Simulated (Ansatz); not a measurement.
# How Ag(111) screens a field

Wanted: the response of a Ag(111) slab to a perpendicular field.

Method: plane-wave DFT, PBE, Ansatz PAW, in Ansatz 0.2.0.

## Step 1: The structure

The cell holds 5 atoms: 5 Ag. Cell: a = 2.892 Å, b = 2.892 Å, c = 27.445 Å, α = 90.0°, β = 90.0°, γ = 60.0°. Vacuum lies along c.

## Step 2: Single point, field 0

A sawtooth potential applies the field, turning back in the middle of the vacuum. With the dipole correction the typed value is the field outside the slab. The induced dipole is small, so the SCF threshold is tight.

The input, input.yaml:

```yaml
crystal:
  lattice:
    - [2.8920667351, 0.0, 0.0]
    - [1.4460333675, 2.504603262, 0.0]
    - [0.0, 0.0, 27.4454504039]
  atoms:
    - { symbol: Ag, position: [0.6666666667, 0.6666666667, 0.3279232028] }
    - { symbol: Ag, position: [0.0, 0.0, 0.4139616014] }
    - { symbol: Ag, position: [0.3333333333, 0.3333333333, 0.5] }
    - { symbol: Ag, position: [0.6666666667, 0.6666666667, 0.5860383986] }
    - { symbol: Ag, position: [0.0, 0.0, 0.6720767972] }
kpoints:
  mp_grid: { grid: [24, 24, 1] }
hamiltonian:
  xc: pbe
scf:
  occupations: { method: fermi_dirac, width: 0.1 }
  convergence: { dr2_threshold: 1.0e-10 }
efield:
  axis: 3
  dipole_correction: true
  ramp_position: 0.97
  ramp_width: 0.06
  amplitude: 0
output:
  forces: true
  write_potential: true
  write_density: true
  volumetric_format: npy
```

On the command line:

```
$ ansatz run input.yaml --threads 4 --pin off --max-ram 6144MiB --backend cpu --events-out ev --progress --plain --runs-dir out
```

Numbers of over 12 decimals in the logs are rounded to 6 here.

Log:

```text
Engine: ansatz 0.2.0, aarch64-unknown-linux-gnu
Pseudopotentials: kind: paw
Pseudopotential: Ag, paw, valence charge 19, recommended cutoff 420 eV (normal), Ag.paw.azcp
Functional definition: PBE
  parameter kappa = 0.804
  parameter beta = 0.066725
  exchange = pbe_x(kappa = kappa, mu = beta*pi^2/3)
  correlation = pbe_c(beta = beta)
Crystal: 5 atoms, lattice volume = 198.801 Å³
Basis set: ecut = 420 eV, 3871 PW (Γ), exchange–correlation on 40×40×384 points (8 copies of the dense FFT grid, shifted against one another)
Bands: 57, of which v1, the nominal top of the filled ones, is band 48 counted from 1 (47 counted from 0)
Symmetry: 6 space group operations
k-points: 61 of 576 (time reversal used)
Non-local potential: Ag, projectors of the file, l = 0: 3, l = 1: 2, l = 2: 2, l = 3: 1
PAW form: soft (Blöchl's): semilocal exchange-correlation on the pseudo side does not see the compensation charge
PAW one-centre angular grid: Ag, 590 points (default); XC on 64 Gauss nodes
Initial density: superposition of atomic densities (neutral atoms: chi_scale 0, normalization atom), corrected by the library's trained network
Initial wavefunctions: pseudopotential atomic-orbital guess
Functional: x = pbe(κ = 0.804, μ = 0.219515), c = pbe(β = 0.066725)
SCF iter   1: F=—  HF=-37952.081208 eV  |F-HF|=—  |Δ(HF+E_count)|=         —  Δρ=9.14e-4  dr2=3.51e-3  ethr=1.77e-3  p=0.000 e·Å  D=2.44e-13 V/Å  ΔV_dip=-0.00 eV  dr2_dipole=6.61e-9  V_vac-E_F(+/−)=4.37/4.37 eV  ⟨swp⟩=8.1  Hψ=14426  notcnv=0  defer=64
efield: sawtooth ramp at fractional position 0.9700 (set: `efield.ramp_position`, or a place that a band, a saddle search or an elastic batch's reference lends), width 0.0600; the density the first Hamiltonian is built on has a dipole p = 0.000 e·Å; the dipole correction subtracts the counter field D = 2.44e-13 V/Å, which shifts the + side's vacuum level by -0.00 eV against the − side's; the planar-averaged density in the ramp window peaks in size at 3.1e-6 e/Å³
preconditioner: auto → LDOS  [metal: Δε(μ)=0.014 eV  Ē_g=9.367 eV  σ=0.100 eV  W_gap=0.03  n_scr=20 (ndim 8)  ℏωp=19.5 eV  f_vac=0.537  D(μ)=1.29/eV (n_scr^D=8)  β→1.0]
SCF iter   2: F=—  HF=-37952.088035 eV  |F-HF|=—  |Δ(HF+E_count)|=   6.83e-3  Δρ=9.88e-4  dr2=1.97e-3  ethr=3.69e-6  p=-0.000 e·Å  D=-5.06e-6 V/Å  ΔV_dip=0.00 eV  dr2_dipole=3.17e-8  V_vac-E_F(+/−)=4.45/4.45 eV  ⟨swp⟩=3.0  Hψ=8164  notcnv=0  defer=86
SCF iter   3: F=—  HF=-37952.087505 eV  |F-HF|=—  |Δ(HF+E_count)|=   5.29e-4  Δρ=1.99e-4  dr2=5.13e-5  ethr=2.07e-6  p=-0.000 e·Å  D=-1.14e-6 V/Å  ΔV_dip=0.00 eV  dr2_dipole=2.44e-9  V_vac-E_F(+/−)=4.45/4.45 eV  ⟨swp⟩=2.1  Hψ=5933  notcnv=0  defer=86
SCF iter   4: F=—  HF=-37952.087550 eV  |F-HF|=—  |Δ(HF+E_count)|=   4.43e-5  Δρ=4.57e-5  dr2=3.55e-6  ethr=5.40e-8  p=0.000 e·Å  D=1.36e-6 V/Å  ΔV_dip=-0.00 eV  dr2_dipole=1.97e-11  V_vac-E_F(+/−)=4.45/4.45 eV  ⟨swp⟩=2.9  Hψ=6633  notcnv=0  defer=86
SCF iter   5: F=—  HF=-37952.087767 eV  |F-HF|=—  |Δ(HF+E_count)|=   2.18e-4  Δρ=2.37e-5  dr2=1.56e-6  ethr=3.74e-9  p=-0.000 e·Å  D=-5.57e-7 V/Å  ΔV_dip=0.00 eV  dr2_dipole=1.95e-10  V_vac-E_F(+/−)=4.46/4.46 eV  ⟨swp⟩=3.0  Hψ=6337  notcnv=0  defer=86
SCF iter   6: F=—  HF=-37952.087767 eV  |F-HF|=—  |Δ(HF+E_count)|=   1.33e-7  Δρ=7.29e-6  dr2=1.00e-7  ethr=1.64e-9  p=0.000 e·Å  D=3.78e-7 V/Å  ΔV_dip=-0.00 eV  dr2_dipole=4.70e-12  V_vac-E_F(+/−)=4.46/4.46 eV  ⟨swp⟩=2.0  Hψ=5034  notcnv=0  defer=86
SCF iter   7: F=—  HF=-37952.087767 eV  |F-HF|=—  |Δ(HF+E_count)|=   6.72e-8  Δρ=3.35e-6  dr2=2.42e-8  ethr=1.06e-10  p=0.000 e·Å  D=9.01e-8 V/Å  ΔV_dip=-0.00 eV  dr2_dipole=1.64e-12  V_vac-E_F(+/−)=4.46/4.46 eV  ⟨swp⟩=2.1  Hψ=5623  notcnv=0  defer=86
SCF iter   8: F=—  HF=-37952.087767 eV  |F-HF|=—  |Δ(HF+E_count)|=   6.80e-9  Δρ=1.26e-6  dr2=3.93e-9  ethr=2.55e-11  p=0.000 e·Å  D=4.96e-8 V/Å  ΔV_dip=-0.00 eV  dr2_dipole=1.44e-12  V_vac-E_F(+/−)=4.46/4.46 eV  ⟨swp⟩=2.0  Hψ=4984  notcnv=0  defer=86
SCF iter   9: F=—  HF=-37952.087767 eV  |F-HF|=—  |Δ(HF+E_count)|=  7.28e-11  Δρ=3.36e-7  dr2=2.14e-10  ethr=4.14e-12  p=0.000 e·Å  D=2.69e-8 V/Å  ΔV_dip=-0.00 eV  dr2_dipole=8.47e-14  V_vac-E_F(+/−)=4.46/4.46 eV  ⟨swp⟩=2.1  Hψ=5118  notcnv=0  defer=86
SCF iter  10: F=-37952.087767 eV  HF=-37952.087767 eV  |F-HF|=0.00e0  |Δ(HF+E_count)|=  4.22e-10  Δρ=6.98e-8  dr2=1.75e-11  ethr=1.00e-12  p=0.000 e·Å  D=1.48e-8 V/Å  ΔV_dip=-0.00 eV  dr2_dipole=3.75e-17  V_vac-E_F(+/−)=4.46/4.46 eV  ⟨swp⟩=15.7  Hψ=20958  notcnv=0
SCF 1 converged in 10 iterations: F = -37952.087767 eV  dr2 = 1.75e-11
  greatest PAW one-centre occupation: 1.000 electrons in one spin orbital (limit 2), on the Ag atom at site 2 (counted from 0), in its partial waves of l = 0
WARN: The output density's exchange-correlation potential varies sharply where the density is thin. Do not read a vacuum level from v_tot or v_xc, or from such a field of the output density. On a cell that repeats whose density bears no net charge and no dipole along the vacuum's axis use v_es (v_loc + v_h of the components); under efield.dipole_correction with no amplitude use v_es + v_field, which holds any externa [...]
SCF converged after 10 iterations
Free energy (F): -37952.087767 eV
Harris-Foulkes:  -37952.087767 eV  (|F-HF|=0.00e0)
Internal energy: -37952.043656 eV  (E = F + TS)
E sigma→0 (E₀):  -37952.065712 eV
Entropy (-TS):   -0.044111 eV (-8.822 meV/atom)
Fermi energy:    4.948817 eV
Dipole field:    D = 0.000000 V/Å  (p = 0.000000 e·Å, saw-weighted, corrected)
Work function:   Φ+ = 4.4562 eV   Φ− = 4.4562 eV
Levels:          The Fermi level and band energies are counted from a zero that moves with the ramp; work functions are not
--- Per-component energies (eV) ---
  E_band       = -2344.675564
  E_kinetic    = 2636.998094
  E_local      = -182329.008214  (includes V_loc(G=0)·N_el)
  E_nonlocal   = 400.460364
  E_hartree    = 90089.610887
  E_xc         = -923.607060
  E_vxc        = -1173.395136  (∫ρ·V_xc dr)
  E_paw        = -19510.796940  (= ΣΔE_a)
  E_vpaw       = -2058.952355  (= ΣTr[D̂ρ^β])
  E_aug_tail   = 0.001631  (compensation charges beyond the density's cutoff)
  E_efield     = 0.000000  (sawtooth field / dipole correction)
  E_vefield    = 0.000000  (∫n·V_field dr)
  E_ewald      = 71684.297583
  E_smearing   = -0.044111  (= −TS)
  E_closure    = -0.000000  (closes the sum)
  Σ components = -37952.087767   (vs F -37952.087767, Δ=0.00e0)
--- Forces (eV/Å), atoms counted from 1 ---
  atom   1  Ag    -0.00000000     0.00000000    -0.16742788
  atom   2  Ag     0.00000000     0.00000000     0.01101105
  atom   3  Ag    -0.00000000    -0.00000000    -0.00000001
  atom   4  Ag    -0.00000000     0.00000000    -0.01101102
  atom   5  Ag     0.00000000     0.00000000     0.16742785
  max |Σ_I F_I| component: 6.62e-9 eV/Å
--- Band table (eV; the first three rows and the last of 61) ---
  k-point 0: bands = [... 44 lower, 1.7372, 1.7372, 1.9016, 1.9016, 2.1277, 4.2040, 5.0726, 8.8977, ... 5 higher]
  k-point 1: bands = [... 44 lower, 1.7218, 1.7377, 1.7631, 1.9034, 2.3243, 4.2819, 5.1810, 8.9319, ... 5 higher]
  k-point 2: bands = [... 44 lower, 1.5934, 1.7317, 1.7391, 1.9084, 2.6350, 4.4982, 5.4837, 9.0339, ... 5 higher]
  k-point 60: bands = [... 44 lower, 1.8412, 8.2160, 8.2160, 8.3477, 8.8190, 9.0320, 9.0320, 9.9127, ... 5 higher]
```

Elapsed: 38 s, on 4 threads of Arm Neoverse N1, shared host; peak memory 0.78 GiB; 2.4 min of CPU time.

Reading the cycles: dr2 is the Hartree energy of the density residual (eV), the measure of convergence; HF is the Harris–Foulkes estimate of the energy, which meets the free energy F at convergence.

This step gave:

| Quantity | Value |
| --- | --- |
| energy at zero smearing | -37952.0657 eV |
| work function, upper face | 4.456 eV |
| dipole along the normal | 7.19e-9 e·Å |

Running mean over 2.361 Å of the planar mean; the ramp of the sawtooth is left out. Electron's electrostatic potential energy less the Fermi level against z:

```csv
z (Å),electron's electrostatic potential energy less the Fermi level (eV)
4,4.46
5,4.45
6,4.38
7,3.51
8,-2.23
9,-5.83
10,-6.04
11,-6.11
12,-6.10
13,-6.09
14,-6.09
15,-6.09
16,-6.11
17,-6.07
18,-5.98
19,-4.71
20,1.56
21,4.23
22,4.44
23,4.45
24,4.46
```

Force by atom:

```csv
atom,x (eV/Å),y (eV/Å),z (eV/Å),size
Ag1,0.000,0.000,-0.167,0.167
Ag2,0.000,0.000,0.011,0.011
Ag3,0.000,0.000,0.000,0.000
Ag4,0.000,0.000,-0.011,0.011
Ag5,0.000,0.000,0.167,0.167
```

The work function of the upper face is 4.46 eV.

## Step 3: Single point, field 0.05 V/Å

input.yaml, as its differences from that of step 2:

```diff
@@ -23,3 +23,3 @@
   ramp_width: 0.06
-  amplitude: 0
+  amplitude: 0.05
 output:
```

Log:

```text
[...]
Crystal: 5 atoms, lattice volume = 198.801 Å³
Basis set: ecut = 420 eV, 3871 PW (Γ), exchange–correlation on 40×40×384 points (8 copies of the dense FFT grid, shifted against one another)
Bands: 57, of which v1, the nominal top of the filled ones, is band 48 counted from 1 (47 counted from 0)
Symmetry: 6 space group operations
k-points: 61 of 576 (time reversal used)
[...]
k-point 0: bands = [... 44 lower, 1.7370, 1.7370, 1.9015, 1.9015, 2.1275, 4.2037, 5.0725, 8.8590, ... 5 higher]
  k-point 1: bands = [... 44 lower, 1.7216, 1.7376, 1.7629, 1.9032, 2.3241, 4.2816, 5.1809, 8.8944, ... 5 higher]
  k-point 2: bands = [... 44 lower, 1.5933, 1.7315, 1.7389, 1.9083, 2.6348, 4.4980, 5.4836, 8.9998, ... 5 higher]
  k-point 60: bands = [... 44 lower, 1.8412, 8.2158, 8.2159, 8.3475, 8.8188, 9.0311, 9.0325, 9.9123, ... 5 higher]
[key lines of the parts left out:]
SCF converged after 11 iterations
Free energy (F): -37952.088406 eV
Fermi energy:    4.948650 eV
Dipole field:    D = 0.023251 V/Å  (p = 0.025544 e·Å, saw-weighted, corrected)
```

Wall time 42 s (4 threads); peak memory 0.76 GiB; 2.7 min of CPU time.

The dipole is 0.0255 e·Å.

## Step 4: Atoms held, field -0.05 V/Å

input.yaml, as its differences from that of step 3:

```diff
@@ -23,3 +23,3 @@
   ramp_width: 0.06
-  amplitude: 0.05
+  amplitude: -0.05
 output:
```

Log:

```text
[...]
Crystal: 5 atoms, lattice volume = 198.801 Å³
Basis set: ecut = 420 eV, 3871 PW (Γ), exchange–correlation on 40×40×384 points (8 copies of the dense FFT grid, shifted against one another)
Bands: 57, of which v1, the nominal top of the filled ones, is band 48 counted from 1 (47 counted from 0)
Symmetry: 6 space group operations
k-points: 61 of 576 (time reversal used)
[...]
k-point 0: bands = [... 44 lower, 1.7370, 1.7370, 1.9015, 1.9015, 2.1275, 4.2037, 5.0725, 8.8590, ... 5 higher]
  k-point 1: bands = [... 44 lower, 1.7216, 1.7376, 1.7629, 1.9032, 2.3241, 4.2816, 5.1809, 8.8944, ... 5 higher]
  k-point 2: bands = [... 44 lower, 1.5933, 1.7315, 1.7389, 1.9083, 2.6348, 4.4980, 5.4836, 8.9997, ... 5 higher]
  k-point 60: bands = [... 44 lower, 1.8412, 8.2158, 8.2159, 8.3475, 8.8188, 9.0311, 9.0325, 9.9123, ... 5 higher]
[key lines of the parts left out:]
SCF converged after 11 iterations
Free energy (F): -37952.088406 eV
Fermi energy:    4.948650 eV
Dipole field:    D = -0.023251 V/Å  (p = -0.025545 e·Å, saw-weighted, corrected)
```

It took 40 s on 4 threads; peak memory 0.77 GiB.

The dipole is -0.0255 e·Å.

## Step 5: Single point, field 0.1 V/Å

input.yaml, as its differences from that of step 4:

```diff
@@ -23,3 +23,3 @@
   ramp_width: 0.06
-  amplitude: -0.05
+  amplitude: 0.1
 output:
```

Log:

```text
[...]
Crystal: 5 atoms, lattice volume = 198.801 Å³
Basis set: ecut = 420 eV, 3871 PW (Γ), exchange–correlation on 40×40×384 points (8 copies of the dense FFT grid, shifted against one another)
Bands: 57, of which v1, the nominal top of the filled ones, is band 48 counted from 1 (47 counted from 0)
Symmetry: 6 space group operations
k-points: 61 of 576 (time reversal used)
[...]
k-point 0: bands = [... 44 lower, 1.7365, 1.7365, 1.9010, 1.9010, 2.1270, 4.2029, 5.0722, 8.7645, ... 5 higher]
  k-point 1: bands = [... 44 lower, 1.7211, 1.7371, 1.7624, 1.9027, 2.3236, 4.2809, 5.1805, 8.8017, ... 5 higher]
  k-point 2: bands = [... 44 lower, 1.5928, 1.7310, 1.7384, 1.9078, 2.6343, 4.4972, 5.4832, 8.9127, ... 5 higher]
  k-point 60: bands = [... 44 lower, 1.8408, 8.2153, 8.2154, 8.3470, 8.8183, 9.0299, 9.0327, 9.9115, ... 5 higher]
[key lines of the parts left out:]
SCF converged after 11 iterations
Free energy (F): -37952.090322 eV
Fermi energy:    4.948114 eV
Dipole field:    D = 0.046504 V/Å  (p = 0.051091 e·Å, saw-weighted, corrected)
```

Wall time 40 s (4 threads); peak memory 0.77 GiB.

The dipole is 0.0511 e·Å.

## Step 6: Atoms held, field -0.1 V/Å

input.yaml, as its differences from that of step 5:

```diff
@@ -23,3 +23,3 @@
   ramp_width: 0.06
-  amplitude: 0.1
+  amplitude: -0.1
 output:
```

Log:

```text
[...]
Crystal: 5 atoms, lattice volume = 198.801 Å³
Basis set: ecut = 420 eV, 3871 PW (Γ), exchange–correlation on 40×40×384 points (8 copies of the dense FFT grid, shifted against one another)
Bands: 57, of which v1, the nominal top of the filled ones, is band 48 counted from 1 (47 counted from 0)
Symmetry: 6 space group operations
k-points: 61 of 576 (time reversal used)
[...]
k-point 0: bands = [... 44 lower, 1.7365, 1.7365, 1.9010, 1.9010, 2.1270, 4.2029, 5.0722, 8.7645, ... 5 higher]
  k-point 1: bands = [... 44 lower, 1.7211, 1.7371, 1.7624, 1.9027, 2.3236, 4.2809, 5.1805, 8.8017, ... 5 higher]
  k-point 2: bands = [... 44 lower, 1.5928, 1.7310, 1.7384, 1.9078, 2.6343, 4.4972, 5.4832, 8.9127, ... 5 higher]
  k-point 60: bands = [... 44 lower, 1.8408, 8.2153, 8.2154, 8.3470, 8.8183, 9.0299, 9.0327, 9.9115, ... 5 higher]
[key lines of the parts left out:]
SCF converged after 11 iterations
Free energy (F): -37952.090322 eV
Fermi energy:    4.948114 eV
Dipole field:    D = -0.046504 V/Å  (p = -0.051092 e·Å, saw-weighted, corrected)
```

The job ended after 40 s (4 threads; peak memory 0.77 GiB; 2.7 min of CPU time).

The dipole is -0.0511 e·Å.

## Step 7: Single point, field 0.2 V/Å

input.yaml, as its differences from that of step 6:

```diff
@@ -23,3 +23,3 @@
   ramp_width: 0.06
-  amplitude: -0.1
+  amplitude: 0.2
 output:
```

Log:

```text
[...]
Crystal: 5 atoms, lattice volume = 198.801 Å³
Basis set: ecut = 420 eV, 3871 PW (Γ), exchange–correlation on 40×40×384 points (8 copies of the dense FFT grid, shifted against one another)
Bands: 57, of which v1, the nominal top of the filled ones, is band 48 counted from 1 (47 counted from 0)
Symmetry: 6 space group operations
k-points: 61 of 576 (time reversal used)
[...]
k-point 0: bands = [... 44 lower, 1.7345, 1.7345, 1.8989, 1.8989, 2.1249, 4.1997, 5.0709, 8.4957, ... 5 higher]
  k-point 1: bands = [... 44 lower, 1.7191, 1.7351, 1.7604, 1.9007, 2.3215, 4.2777, 5.1792, 8.5353, ... 5 higher]
  k-point 2: bands = [... 44 lower, 1.5907, 1.7290, 1.7364, 1.9057, 2.6322, 4.4943, 5.4815, 8.6540, ... 5 higher]
  k-point 60: bands = [... 44 lower, 1.8391, 8.2132, 8.2133, 8.3449, 8.8163, 9.0264, 9.0321, 9.9089, ... 5 higher]
[key lines of the parts left out:]
SCF converged after 11 iterations
Free energy (F): -37952.097986 eV
Fermi energy:    4.945960 eV
Dipole field:    D = 0.093026 V/Å  (p = 0.102202 e·Å, saw-weighted, corrected)
```

Run time: 41 s. Hardware: 4 threads; peak memory 0.77 GiB; 2.7 min of CPU time.

The dipole is 0.102 e·Å.

## Step 8: Atoms held, field -0.2 V/Å

input.yaml, as its differences from that of step 7:

```diff
@@ -23,3 +23,3 @@
   ramp_width: 0.06
-  amplitude: 0.2
+  amplitude: -0.2
 output:
```

Log:

```text
[...]
Crystal: 5 atoms, lattice volume = 198.801 Å³
Basis set: ecut = 420 eV, 3871 PW (Γ), exchange–correlation on 40×40×384 points (8 copies of the dense FFT grid, shifted against one another)
Bands: 57, of which v1, the nominal top of the filled ones, is band 48 counted from 1 (47 counted from 0)
Symmetry: 6 space group operations
k-points: 61 of 576 (time reversal used)
[...]
k-point 0: bands = [... 44 lower, 1.7345, 1.7345, 1.8989, 1.8989, 2.1249, 4.1997, 5.0709, 8.4957, ... 5 higher]
  k-point 1: bands = [... 44 lower, 1.7191, 1.7351, 1.7604, 1.9007, 2.3215, 4.2777, 5.1792, 8.5353, ... 5 higher]
  k-point 2: bands = [... 44 lower, 1.5907, 1.7290, 1.7364, 1.9057, 2.6322, 4.4943, 5.4815, 8.6540, ... 5 higher]
  k-point 60: bands = [... 44 lower, 1.8391, 8.2132, 8.2133, 8.3449, 8.8163, 9.0264, 9.0321, 9.9089, ... 5 higher]
[key lines of the parts left out:]
SCF converged after 11 iterations
Free energy (F): -37952.097986 eV
Fermi energy:    4.945960 eV
Dipole field:    D = -0.093027 V/Å  (p = -0.102203 e·Å, saw-weighted, corrected)
```

Wall time 41 s (4 threads); peak memory 0.77 GiB.

The dipole is -0.102 e·Å.

## Step 9: Atoms held, field 0.4 V/Å

input.yaml, as its differences from that of step 8:

```diff
@@ -23,3 +23,3 @@
   ramp_width: 0.06
-  amplitude: -0.2
+  amplitude: 0.4
 output:
@@ -29 +29,2 @@
   volumetric_format: npy
+  elf: true
```

Log:

```text
[...]
Crystal: 5 atoms, lattice volume = 198.801 Å³
Basis set: ecut = 420 eV, 3871 PW (Γ), exchange–correlation on 40×40×384 points (8 copies of the dense FFT grid, shifted against one another)
Bands: 57, of which v1, the nominal top of the filled ones, is band 48 counted from 1 (47 counted from 0)
Symmetry: 6 space group operations
k-points: 61 of 576 (time reversal used)
[...]
k-point 0: bands = [... 44 lower, 1.7262, 1.7262, 1.8905, 1.8905, 2.1164, 4.1866, 5.0658, 7.8368, ... 5 higher]
  k-point 1: bands = [... 44 lower, 1.7108, 1.7268, 1.7520, 1.8922, 2.3130, 4.2650, 5.1736, 7.8782, ... 5 higher]
  k-point 2: bands = [... 44 lower, 1.5824, 1.7207, 1.7281, 1.8973, 2.6237, 4.4822, 5.4747, 8.0022, ... 5 higher]
  k-point 60: bands = [... 44 lower, 1.8312, 8.2046, 8.2049, 8.3365, 8.8079, 9.0153, 9.0266, 9.8994, ... 5 higher]
[key lines of the parts left out:]
SCF converged after 12 iterations
Free energy (F): -37952.128659 eV
Fermi energy:    4.937145 eV
Dipole field:    D = 0.186203 V/Å  (p = 0.204571 e·Å, saw-weighted, corrected)
```

The job ended after 44 s (4 threads; peak memory 0.76 GiB; 2.9 min of CPU time).

Running mean over 2.361 Å of the planar mean, with the applied field; the ramp of the sawtooth is left out. Table of electron's electrostatic potential energy less the Fermi level by z:

z (Å), electron's electrostatic potential energy less the Fermi level (eV) and a bar from the least value:
```
        4       3.14 #######################
        5       3.53 ########################
        6       3.85 #########################
        7       3.29 #######################
        8      -2.27 #########
        9      -5.83 #
       10      -6.03 
       11      -6.10 
       12      -6.10 
       13      -6.09 
       14      -6.09 
       15      -6.09 
       16      -6.11 
       17      -6.07 
       18      -5.98 
       19      -4.70 ###
       20       1.69 ###################
       21       4.65 ###########################
       22       5.22 ############################
       23       5.63 #############################
       24       6.03 ##############################
```

The dipole is 0.205 e·Å.

(Continued in part 2 of 2.)

[Logs are printed without paths, hosts, clocks, repeated set-up lines and the standing remarks that a program may print on its own settings, such as how far it seeks lower states.]

[Hosts, paths, dates, database ids (printed as entryN), source tags and the programs' standing remarks are cut or masked in the printed files.]

[Maps of the electrostatic potential energy from Ansatz leave out the sawtooth potential of an applied field or a dipole correction, so their vacuum need not be flat; planar profiles and work functions include it.]
